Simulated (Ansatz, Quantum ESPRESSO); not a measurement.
# KSrBr3 (Pm-3m): modes at Γ and the response to a field, part 2 of 3

Which modes does KSrBr3 (Pm-3m) have at the zone centre?

Quantum ESPRESSO 7.5; DFT PBE, scalar-relativistic, plane waves, GBRV ultrasoft pseudopotentials.

So far. Step 2 (A probe with smearing): A gap of 3.9 eV opens on this mesh, so the crystal is taken as an insulator; the start stands at 2.6 GPa. Step 4 (Self-consistent run for the response): The cell stands at 0.13 GPa, close enough for phonons. The relaxed cell has a = 5.945 Å (conventional setting).

The structure was built from a prototype and need not be the compound's stable phase.

**5. Zone-centre response**

At q = 0 one unit cell holds all displacements; symmetry groups them into irreducible representations that are solved one by one. The response to a field gives ε∞ and the Born charges, which polar modes need.

File ph.in:

```
phonons
&inputph
   prefix = 'x'
   outdir = './tmp'
   fildyn = 'g.dyn'
   tr2_ph = 1.0d-18
   epsil = .true.
/
0.000000000 0.000000000 0.000000000
```

The run is started by

```console
$ OMP_NUM_THREADS=1 mpirun -n 4 ph.x -nk 4 -in ph.in > ph.out
```

Log:

```text
[banners, grids, parts of the stress and lines that vanish by symmetry left out]
[banner, memory and clock lines left out]
Program PHONON v.7.5

     ./tmp/x.save/

     IMPORTANT: XC functional enforced from input :
     Exchange-correlation= PBE
                           (   1   4   3   4   0   0   0)
     Any further DFT definition will be discarded
     Please, verify this is what you really want

     G-vector sticks info

     Check: negative core charge=   -0.000002

     negative rho (up, down):  6.553E-02 0.000E+00
     Reading collected, re-writing distributed wavefunctions in ./tmp/

     Number and degeneracy of irreps per q-point
       N         xq(1)         xq(2)         xq(3)   N irreps
       1   0.000000000   0.000000000   0.000000000       5
        3   3   3   3   3

     Calculation of q =    0.0000000   0.0000000   0.0000000

     phonons

     bravais-lattice index     =            1
     lattice parameter (alat)  =      11.2345  a.u.
     unit-cell volume          =    1417.9460 (a.u.)^3
     number of atoms/cell      =            5
     number of atomic types    =            3
     kinetic-energy cut-off    =      40.0000  Ry
     charge density cut-off    =     240.0000  Ry
     convergence threshold     =      1.0E-18
     beta                      =       0.7000
     number of iterations used =            4
     Exchange-correlation= PBE
                           (   1   4   3   4   0   0   0)

     celldm(1)=   11.23449  celldm(2)=    0.00000  celldm(3)=    0.00000
     celldm(4)=    0.00000  celldm(5)=    0.00000  celldm(6)=    0.00000

     crystal axes: (cart. coord. in units of alat)
               a(1) = (  1.0000  0.0000  0.0000 )
               a(2) = (  0.0000  1.0000  0.0000 )
               a(3) = (  0.0000  0.0000  1.0000 )

     reciprocal axes: (cart. coord. in units 2 pi/alat)
               b(1) = (  1.0000  0.0000  0.0000 )
               b(2) = (  0.0000  1.0000  0.0000 )
               b(3) = (  0.0000  0.0000  1.0000 )

     Atoms inside the unit cell:

     Cartesian axes

     site n.  atom      mass           positions (alat units)
        1  K      39.0983   tau(    1) = (    0.00000    0.00000    0.00000  )
        2  Sr     87.6200   tau(    2) = (    0.50000    0.50000    0.50000  )
        3  Br     79.9040   tau(    3) = (    0.00000    0.50000    0.50000  )
        4  Br     79.9040   tau(    4) = (    0.50000    0.00000    0.50000  )
        5  Br     79.9040   tau(    5) = (    0.50000    0.50000    0.00000  )

     Computing dynamical matrix for
                    q = (   0.0000000   0.0000000   0.0000000 )

     49 Sym.Ops. (with q -> -q+G )

     G cutoff =  767.2872  (  88951 G-vectors)     FFT grid: ( 60, 60, 60)
     G cutoff =  511.5248  (  48489 G-vectors)  smooth grid: ( 45, 45, 45)
     number of k points=    10
                       cart. coord. in units 2pi/alat
        k(    1) = (   0.0000000   0.0000000   0.0000000), wk =   0.0312500
        k(    2) = (   0.0000000   0.0000000   0.2500000), wk =   0.1875000
        k(    3) = (   0.0000000   0.0000000  -0.5000000), wk =   0.0937500
        [... further k-points left out ...]

     PseudoPot. # 1 for K  read from file:
     ./pseudo/K.upf
     Pseudo is Ultrasoft + core correction, Zval =  9.0

     PseudoPot. # 2 for Sr read from file:
     ./pseudo/Sr.upf
     Pseudo is Ultrasoft + core correction, Zval = 10.0

     PseudoPot. # 3 for Br read from file:
     ./pseudo/Br.upf
     Pseudo is Ultrasoft + core correction, Zval =  7.0

     Mode symmetry, O_h (m-3m)  point group:

     Electric field:
     Dielectric constant
     Born effective charges as d Force / d E

     Atomic displacements:
     There are    5 irreducible representations

     Representation     1      3 modes -  To be done

     Representation     2      3 modes -  To be done

     Representation     3      3 modes -  To be done

     Representation     4      3 modes -  To be done

     Representation     5      3 modes -  To be done

     Alpha used in Ewald sum =   2.2000

     negative rho (up, down):  6.553E-02 0.000E+00

     Electric Fields Calculation

      thresh= 1.000E-02 alpha_mix =  0.700 |ddv_scf|^2 =  8.876E-08

      [... iterations left out ...]
      thresh= 2.816E-10 alpha_mix =  0.700 |ddv_scf|^2 =  2.028E-19

     End of electric fields calculation

          Dielectric constant in cartesian axis

          (       2.655147229       0.000000000       0.000000000 )
          (       0.000000000       2.655147229       0.000000000 )
          (       0.000000000       0.000000000       2.655147229 )

          Effective charges (d Force / dE) in cartesian axis without acoustic sum rule applied (asr)

           atom    1  K     Mean Z*:        1.29386
      Ex  (        1.29386        0.00000        0.00000 )
      Ey  (        0.00000        1.29386        0.00000 )
      Ez  (        0.00000        0.00000        1.29386 )
           atom    2  Sr    Mean Z*:        2.41583
      Ex  (        2.41583        0.00000        0.00000 )
      Ey  (        0.00000        2.41583        0.00000 )
      Ez  (        0.00000        0.00000        2.41583 )
           atom    3  Br    Mean Z*:       -1.24452
      Ex  (       -2.01382        0.00000        0.00000 )
      Ey  (        0.00000       -0.85987        0.00000 )
      Ez  (        0.00000        0.00000       -0.85987 )
           atom    4  Br    Mean Z*:       -1.24452
      Ex  (       -0.85987        0.00000        0.00000 )
      Ey  (        0.00000       -2.01382        0.00000 )
      Ez  (        0.00000        0.00000       -0.85987 )
           atom    5  Br    Mean Z*:       -1.24452
      Ex  (       -0.85987        0.00000        0.00000 )
      Ey  (        0.00000       -0.85987        0.00000 )
      Ez  (        0.00000        0.00000       -2.01382 )

          Effective charges Sum: Mean:       -0.02387
             -0.02387        0.00000        0.00000
              0.00000       -0.02387        0.00000
              0.00000        0.00000       -0.02387

          Effective charges (d Force / dE) in cartesian axis with asr applied:
           atom    1  K     Mean Z*:        1.29864
      E*x (        1.29864        0.00000        0.00000 )
      E*y (        0.00000        1.29864        0.00000 )
      E*z (        0.00000        0.00000        1.29864 )
           atom    2  Sr    Mean Z*:        2.42060
      E*x (        2.42060        0.00000        0.00000 )
      E*y (        0.00000        2.42060        0.00000 )
      E*z (        0.00000        0.00000        2.42060 )
           atom    3  Br    Mean Z*:       -1.23975
      E*x (       -2.00905        0.00000        0.00000 )
      E*y (        0.00000       -0.85510        0.00000 )
      E*z (        0.00000        0.00000       -0.85510 )
           atom    4  Br    Mean Z*:       -1.23975
      E*x (       -0.85510        0.00000        0.00000 )
      E*y (        0.00000       -2.00905        0.00000 )
      E*z (        0.00000        0.00000       -0.85510 )
           atom    5  Br    Mean Z*:       -1.23975
      E*x (       -0.85510        0.00000        0.00000 )
      E*y (        0.00000       -0.85510        0.00000 )
      E*z (        0.00000        0.00000       -2.00905 )

     Representation #   1 modes #   1   2   3

     Self-consistent Calculation

      thresh= 1.000E-02 alpha_mix =  0.700 |ddv_scf|^2 =  6.597E-08

      [... iterations left out ...]
      thresh= 1.110E-10 alpha_mix =  0.700 |ddv_scf|^2 =  1.198E-19

     End of self-consistent calculation

     Convergence has been achieved

     Representation #   2 modes #   4   5   6

     Self-consistent Calculation

      thresh= 1.000E-02 alpha_mix =  0.700 |ddv_scf|^2 =  1.525E-07

      [... iterations left out ...]
      thresh= 1.052E-10 alpha_mix =  0.700 |ddv_scf|^2 =  8.268E-20

     End of self-consistent calculation

     Convergence has been achieved

     Representation #   3 modes #   7   8   9

     Self-consistent Calculation

      thresh= 1.000E-02 alpha_mix =  0.700 |ddv_scf|^2 =  1.162E-07

      [... iterations left out ...]
      thresh= 1.568E-10 alpha_mix =  0.700 |ddv_scf|^2 =  6.293E-19

     End of self-consistent calculation

     Convergence has been achieved

     Representation #   4 modes #  10  11  12

     Self-consistent Calculation

      thresh= 1.000E-02 alpha_mix =  0.700 |ddv_scf|^2 =  8.055E-08

      [... iterations left out ...]
      thresh= 1.083E-10 alpha_mix =  0.700 |ddv_scf|^2 =  4.366E-20

     End of self-consistent calculation

     Convergence has been achieved

     Representation #   5 modes #  13  14  15

     Self-consistent Calculation

      thresh= 1.000E-02 alpha_mix =  0.700 |ddv_scf|^2 =  2.191E-08

      [... iterations left out ...]
      thresh= 5.794E-10 alpha_mix =  0.700 |ddv_scf|^2 =  3.485E-19

     End of self-consistent calculation

     Convergence has been achieved

     Number of q in the star =    1
     List of q in the star:
          1   0.000000000   0.000000000   0.000000000

          Dielectric constant in cartesian axis

          (       2.655147229       0.000000000       0.000000000 )
          (       0.000000000       2.655147229       0.000000000 )
          (       0.000000000       0.000000000       2.655147229 )

          Effective charges (d Force / dE) in cartesian axis without acoustic sum rule applied (asr)

           atom    1  K     Mean Z*:        1.29386
      Ex  (        1.29386        0.00000        0.00000 )
      Ey  (        0.00000        1.29386        0.00000 )
      Ez  (        0.00000        0.00000        1.29386 )
           atom    2  Sr    Mean Z*:        2.41583
      Ex  (        2.41583        0.00000        0.00000 )
      Ey  (        0.00000        2.41583        0.00000 )
      Ez  (        0.00000        0.00000        2.41583 )
           atom    3  Br    Mean Z*:       -1.24452
      Ex  (       -2.01382        0.00000        0.00000 )
      Ey  (        0.00000       -0.85987        0.00000 )
      Ez  (        0.00000        0.00000       -0.85987 )
           atom    4  Br    Mean Z*:       -1.24452
      Ex  (       -0.85987        0.00000        0.00000 )
      Ey  (        0.00000       -2.01382        0.00000 )
      Ez  (        0.00000        0.00000       -0.85987 )
           atom    5  Br    Mean Z*:       -1.24452
      Ex  (       -0.85987        0.00000        0.00000 )
      Ey  (        0.00000       -0.85987        0.00000 )
      Ez  (        0.00000        0.00000       -2.01382 )

          Effective charges Sum: Mean:       -0.02387
             -0.02387        0.00000        0.00000
              0.00000       -0.02387        0.00000
              0.00000        0.00000       -0.02387

          Effective charges (d Force / dE) in cartesian axis with asr applied:
           atom    1  K     Mean Z*:        1.29864
      E*x (        1.29864        0.00000        0.00000 )
      E*y (        0.00000        1.29864        0.00000 )
      E*z (        0.00000        0.00000        1.29864 )
           atom    2  Sr    Mean Z*:        2.42060
      E*x (        2.42060        0.00000        0.00000 )
      E*y (        0.00000        2.42060        0.00000 )
      E*z (        0.00000        0.00000        2.42060 )
           atom    3  Br    Mean Z*:       -1.23975
      E*x (       -2.00905        0.00000        0.00000 )
      E*y (        0.00000       -0.85510        0.00000 )
      E*z (        0.00000        0.00000       -0.85510 )
           atom    4  Br    Mean Z*:       -1.23975
      E*x (       -0.85510        0.00000        0.00000 )
      E*y (        0.00000       -2.00905        0.00000 )
      E*z (        0.00000        0.00000       -0.85510 )
           atom    5  Br    Mean Z*:       -1.23975
      E*x (       -0.85510        0.00000        0.00000 )
      E*y (        0.00000       -0.85510        0.00000 )
      E*z (        0.00000        0.00000       -2.00905 )

     Diagonalizing the dynamical matrix

     q = (    0.000000000   0.000000000   0.000000000 )

 **************************************************************************
     freq (    1) =      -1.570357 [THz] =     -52.381487 [cm-1]
     freq (    2) =      -1.570357 [THz] =     -52.381487 [cm-1]
     freq (    3) =      -1.570357 [THz] =     -52.381487 [cm-1]
     freq (    4) =      -0.562268 [THz] =     -18.755255 [cm-1]
     freq (    5) =      -0.562268 [THz] =     -18.755255 [cm-1]
     freq (    6) =      -0.562268 [THz] =     -18.755255 [cm-1]
     freq (    7) =      -0.072456 [THz] =      -2.416857 [cm-1]
     freq (    8) =      -0.072456 [THz] =      -2.416857 [cm-1]
     freq (    9) =      -0.072456 [THz] =      -2.416857 [cm-1]
     freq (   10) =       1.640384 [THz] =      54.717313 [cm-1]
     freq (   11) =       1.640384 [THz] =      54.717313 [cm-1]
     freq (   12) =       1.640384 [THz] =      54.717313 [cm-1]
     freq (   13) =       5.187542 [THz] =     173.037784 [cm-1]
     freq (   14) =       5.187542 [THz] =     173.037784 [cm-1]
     freq (   15) =       5.187542 [THz] =     173.037784 [cm-1]
 **************************************************************************

     Mode symmetry, O_h (m-3m)  point group:

     freq (   1-   3) =        -52.4  [cm-1]   --> T_1u G_15  G_4- I
     freq (   4-   6) =        -18.8  [cm-1]   --> T_2u G_25  G_5-
     freq (   7-   9) =         -2.4  [cm-1]   --> T_1u G_15  G_4- I
     freq (  10-  12) =         54.7  [cm-1]   --> T_1u G_15  G_4- I
     freq (  13-  15) =        173.0  [cm-1]   --> T_1u G_15  G_4- I
```

Wall time 8.8 min (4 MPI ranks of AMD EPYC 7R13 (Zen 3), shared host); 35 min of CPU time.

This step gave:

```
miss of the charge sum rule                                       : 0.02387 e
largest acoustic frequency at the zone centre before the sum rule : -2.42 cm⁻¹
highest optical zone-centre mode (no LO-TO term)                  : 173.0 cm⁻¹
lowest optical zone-centre mode                                   : -52.38 cm⁻¹
mean high-frequency dielectric constant                           : 2.655
largest Born charge in size (third of the trace)                  : 2.416 e
```

Born charge (rows field, columns displacement), before the sum rule (e), principal values of the symmetric part by kind of site:

```csv
atom,atoms with these values,low,middle,high,mean
K1,1,1.29,1.29,1.29,1.29
Sr2,1,2.42,2.42,2.42,2.42
Br3,3,-2.01,-0.86,-0.86,-1.24
```

In full for Br3:

```
-2.01  0.00  0.00
 0.00 -0.86  0.00
 0.00  0.00 -0.86
```

High-frequency dielectric tensor:

```
2.66 0.00 0.00
0.00 2.66 0.00
0.00 0.00 2.66
```

The acoustic modes at Γ come out as far as 2.4 cm⁻¹ from zero, where they should vanish, a small numerical error; the Born charges miss their sum rule by 0.024 e, which is fair. The lowest optical mode is imaginary, 52i cm⁻¹, an instability at this level and on this k mesh.

**6. Modes with the sum rule**

A rigid shift of the crystal must cost nothing, but grids and finite bases break this; the acoustic sum rule is imposed before the matrix is diagonalised again. With Born charges the intensities follow; a static dielectric tensor has no meaning with imaginary modes.

File dynmat.in:

```
&input
   fildyn = 'g.dyn'
   asr = 'simple'
   fileig = 'dynmat.eig'
   lperm = .true.
/
```

The run is started by

```console
$ dynmat.x -in dynmat.in > dynmat.out
```

Log:

```text
[banner, memory and clock lines left out]
Program DYNMAT v.7.5

     Reading Dynamical Matrix from file g.dyn
     ...Force constants read
     ...epsilon and Z* read
     A direction for q was not specified:TO-LO splitting will be absent

     Polarizability (A^3 units)
     multiply by 0.644448 for Clausius-Mossotti correction
        27.675141    0.000000    0.000000
         0.000000   27.675141    0.000000
         0.000000    0.000000   27.675141

     IR activities are in (D/A)^2/amu units

# mode   [cm-1]    [THz]      IR
    1    -52.78   -1.5823    1.5324
    2    -52.78   -1.5823    1.5324
    3    -52.78   -1.5823    1.5324
    4    -18.66   -0.5595    0.0000
    5    -18.66   -0.5595    0.0000
    6    -18.66   -0.5595    0.0000
    7      0.00    0.0000    0.0000
    8      0.00    0.0000    0.0000
    9      0.00    0.0000    0.0000
   10     54.77    1.6419    0.0993
   11     54.77    1.6419    0.0993
   12     54.77    1.6419    0.0993
   13    173.11    5.1897    2.4939
   14    173.11    5.1897    2.4939
   15    173.11    5.1897    2.4939

Electronic dielectric permittivity tensor (relative, adimensional)
         2.655147    0.000000    0.000000
         0.000000    2.655147    0.000000
         0.000000    0.000000    2.655147

 ... with zone-center polar mode contributions
         3.835915    0.000000    0.000000
         0.000000    3.835915   -0.000000
         0.000000   -0.000000    3.835915

[end of the log left out, with the tail of the file of modes that dynmat.x writes under the same name]
```

It took 0.92 s on 1 thread.

This step gave:

* highest optical zone-centre mode (no LO-TO term): 173.1 cm⁻¹
* lowest optical zone-centre mode: -52.78 cm⁻¹

Unit eigenvectors of the mass-weighted matrix after the sum rule; no LO-TO term. The modes at Γ (shares of kinetic energy by element, %) (negative means imaginary):

```csv
mode,frequency (cm⁻¹),K %,Sr %,Br %
1,-52.8,78,0,22
2,-52.8,78,0,22
3,-52.8,78,0,22
4,-18.7,0,0,100
5,-18.7,0,0,100
6,-18.7,0,0,100
7,0.0,11,24,65
8,0.0,11,24,65
9,0.0,11,24,65
10,54.8,11,35,54
11,54.8,11,35,54
12,54.8,11,35,54
13,173.1,0,41,59
14,173.1,0,41,59
15,173.1,0,41,59
```

Displacements in mode 1 (-52.8 cm⁻¹), the largest set to 1:
```
K1  -0.17 -0.02  1.00
Sr2  0.00  0.00  0.03
Br3  0.00  0.01 -0.26
Br4  0.04  0.00 -0.26
Br5  0.04  0.01  0.00
```

Displacements in mode 14 (173.1 cm⁻¹), the largest set to 1:
```
K1   0.00  0.00 -0.01
Sr2  0.00  0.00 -0.79
Br3  0.00  0.00 -0.06
Br4  0.00  0.00 -0.06
Br5  0.00  0.00  1.00
```

Degenerate modes summed, no LO-TO term; imaginary modes left out. Lines of the infrared spectrum (strongest = 100):

```csv
position (cm⁻¹),lines merged,label,"IR intensity, relative"
55,3,T1u,4.0
173,3,T1u,100
```

The rule also moves an optical mode by 0.4 cm⁻¹.

**7. Sum rules set otherwise (asr crystal)**

The rule can be imposed in more than one way; the choices should agree where the raw error is small.

File dynmat.in:

```
&input
   fildyn = 'g.dyn'
   asr = 'crystal'
   fileig = 'dynmat.eig'
   lperm = .true.
/
```

The run is started by

```console
$ dynmat.x -in dynmat.in > dynmat.out
```

Log:

```text
[banner, memory and clock lines left out]
Program DYNMAT v.7.5

     Reading Dynamical Matrix from file g.dyn
     ...Force constants read
     ...epsilon and Z* read
     Acoustic Sum Rule: || Z*(ASR) - Z*(orig)|| =    1.849231E-02
     Acoustic Sum Rule: ||dyn(ASR) - dyn(orig)||=    2.990676E-04
     A direction for q was not specified:TO-LO splitting will be absent

     Polarizability (A^3 units)
     multiply by 0.644448 for Clausius-Mossotti correction
        27.675141    0.000000    0.000000
         0.000000   27.675141    0.000000
         0.000000    0.000000   27.675141

     IR activities are in (D/A)^2/amu units

# mode   [cm-1]    [THz]      IR
    1    -52.47   -1.5731    1.5341
    2    -52.47   -1.5731    1.5341
    3    -52.47   -1.5731    1.5341
    4    -18.76   -0.5623    0.0000
    5    -18.76   -0.5623    0.0000
    6    -18.76   -0.5623    0.0000
    7     -0.00   -0.0000    0.0000
    8      0.00    0.0000    0.0000
    9      0.00    0.0000    0.0000
   10     54.68    1.6393    0.0975
   11     54.68    1.6393    0.0975
   12     54.68    1.6393    0.0975
   13    173.04    5.1876    2.4940
   14    173.04    5.1876    2.4940
   15    173.04    5.1876    2.4940

Electronic dielectric permittivity tensor (relative, adimensional)
         2.655147    0.000000    0.000000
         0.000000    2.655147    0.000000
         0.000000    0.000000    2.655147

 ... with zone-center polar mode contributions
         3.831645    0.000000    0.000000
         0.000000    3.831645   -0.000000
         0.000000   -0.000000    3.831645

[end of the log left out, with the tail of the file of modes that dynmat.x writes under the same name]
```

The job ended after 0.79 s (1 thread).

This step gave:

```
highest optical zone-centre mode (no LO-TO term) : 173.0 cm⁻¹
lowest optical zone-centre mode                  : -52.47 cm⁻¹
```

Zone-centre frequencies as printed; negative means imaginary. Modes:

```csv
mode,frequency (cm⁻¹)
1,-52.47
2,-52.47
3,-52.47
4,-18.76
5,-18.76
6,-18.76
7,0
8,0
9,0
10,54.68
11,54.68
12,54.68
13,173
14,173
15,173
```

Against the first rule no mode moves by more than 0.4 cm⁻¹.

(Part 2 of 3 ends here.)

[Host names and launcher messages were left out of these logs when they were recorded.]

[Logs are printed without paths, hosts, clocks, repeated set-up lines and the standing remarks that a program may print on its own settings, such as how far it seeks lower states.]

[Hosts, paths, dates, database ids (printed as entryN), source tags and the programs' standing remarks are cut or masked in the printed files.]
